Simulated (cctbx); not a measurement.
# ZnCu2Sn2: precision against data quality

Space group C2/m (no. 12), a = 10.2670 Å, b = 3.8950 Å, c = 4.4820 Å, α = 90.00°, β = 108.84°, γ = 90.00°.

```
atom  mult.       x    y       z  Ueq (Å²)
 Sn1      4  0.3543    0  0.4275    0.0037
 Zn1      2       0    0       0    0.0041
 Cu1      4  0.2426  1/2  0.1453    0.0026
```

This is a model crystal, built by substitution and not relaxed, with assumed displacement parameters.

Five simulated data sets (cctbx; Mo Kα, λ = 0.71073 Å; 2 % proportional error) differ in resolution or exposure (noise floor 2 counts in the first three, 8 in the last two). Each is refined with the right model, isotropic at 1.1 Å and anisotropic otherwise. How do the figures of merit and the uncertainties move?

```
d min (Å)  top counts  ⟨I/σ⟩ (unmerged, absences included)  unique  param. (scale apart)   Rint      R1  GooF  largest s.u. xyz (fractional)  s.u. U of Cu1 (Å²)  largest error (Å)
      1.1       20000                                 13.9      79                     7  0.015  0.0123  1.48                        0.00030              0.0005             0.0011
     0.84       20000                                 13.0     172                    16  0.018  0.0083  0.84                        0.00010              0.0002             0.0010
      0.6       20000                                 11.1     450                    16  0.020  0.0102  0.89                        0.00006              0.0001             0.0002
     0.75         300                                  1.3     234                    16  0.215  0.0649  0.85                        0.00117              0.0024             0.0067
     0.75        3000                                  5.5     234                    16  0.042  0.0176  0.85                        0.00023              0.0005             0.0018
```

GooF reaches 1.48 where the model lacks something that the data hold (anisotropy at the isotropic level, for one). The s.u. of U for Cu1 goes 0.0005, 0.0002, 0.0001 Å² with resolution and 0.0024, 0.0005 Å² with exposure.

The 1.1 Å row also differs in its displacement model, so it isn't a clean test of resolution.

Hardware for the 0.6 Å refinement: 0.35 s on 1 thread of Arm Neoverse V2 (shared host), peak memory 0.09 GiB.

[Logs are printed without paths, hosts, clocks, repeated set-up lines and the standing remarks that a program may print on its own settings, such as how far it seeks lower states.]
